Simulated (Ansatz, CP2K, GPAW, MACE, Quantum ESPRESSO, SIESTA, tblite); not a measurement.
**Other levels on Σ7 (111) twist boundary in a Pd-Ir solid solution (84 atoms)**

The cell holds 84 atoms: 44 Pd and 40 Ir. Cell: a = 7.232 Å, b = 7.232 Å, c = 27.381 Å, α = 90.0°, β = 90.0°, γ = 120.0°. Fcc Pd lattice (a = 3.8655 Å, the value set for the mixture); two grains turned against each other by 81.79 deg about [111]; 1 x 1 coincidence cells, 2 lattice periods a grain, two boundaries a cell, upper grain shifted by [0, 0] of the boundary cell and opened by 0.3 Å, one atom of each pair nearer than 2.05 Å removed; 40 of 84 Pd sites given to Ir at random (lattice constant by Vegard's rule between Pd and Ir); not relaxed, displaced by a Gaussian of 0.02 Å. Then every atom was moved at random, 0.03 Å r.m.s. a Cartesian component. Regions: lower grain, 42 atoms (22 Pd and 20 Ir); upper grain, 42 atoms (20 Ir and 22 Pd).

Geometry: as built.

The reference, a calculation:

- method: Kohn-Sham DFT, PBE, PAW, plane waves (Ansatz 0.2.0); cutoff 420 eV, Γ point, fermi-dirac smearing of 0.05 eV; PAW set soft_2
- r.m.s. force component: 0.6575 eV/Å
- longest force: 2.635 eV/Å
- pressure: 4.01 GPa
- SCF cycles: 10
- time: 29 s on 8 threads of Arm Neoverse V1, shared host
- CPU time: 3.7 min

Runs, in no order:
A. MACE MPA-0 medium potential: machine-learned interatomic potential MACE MPA-0 medium, trained on PBE(+U) plane-wave data
B. SIESTA PBE, SZ, shift 0.01 Ry, mesh 300 Ry: Kohn-Sham DFT, PBE, PseudoDojo 0.4.1 norm-conserving pseudopotentials (converted to PSML), numerical atomic orbitals (SZ), diagonalisation
C. SIESTA PBE, DZP, shift 0.01 Ry, mesh 300 Ry: Kohn-Sham DFT, PBE, PseudoDojo 0.4.1 norm-conserving pseudopotentials (converted to PSML), numerical atomic orbitals (DZP), diagonalisation
D. QE PBE, sssp-1.3.0-efficiency, 45/360 Ry: Kohn-Sham DFT, PBE, SSSP efficiency 1.3.0 pseudopotentials, plane waves

In doubt: a PseudoDojo file used here is known to give poor structures and forces (SIESTA), which bears on pressures, cells, forces and phonons.

Q: Order them from the smallest to the largest r.m.s. force difference.

D, C, A, B.

```csv
run,"Δ force, r.m.s. (meV/Å)",share of r.m.s. force (%),CPU time
"D. QE PBE, sssp-1.3.0-efficiency, 45/360 Ry",8.15,1.24,34 min
"C. SIESTA PBE, DZP, shift 0.01 Ry, mesh 300 Ry",134,20.4,14 min
A. MACE MPA-0 medium potential,213,32.4,8.8 s
"B. SIESTA PBE, SZ, shift 0.01 Ry, mesh 300 Ry",426,64.8,3.3 min
```

Machine-learned potentials mimic data converged in k, so the reference's own k-point error enters their differences. The electronic-structure runs sample only Γ, in a cell whose shortest periodic width is 6 Å, which is coarse for a cell with partly filled levels.

[Logs are printed without paths, hosts, clocks, repeated set-up lines and the standing remarks that a program may print on its own settings, such as how far it seeks lower states.]

[Hosts, paths, dates, database ids (printed as entryN), source tags and the programs' standing remarks are cut or masked in the printed files.]
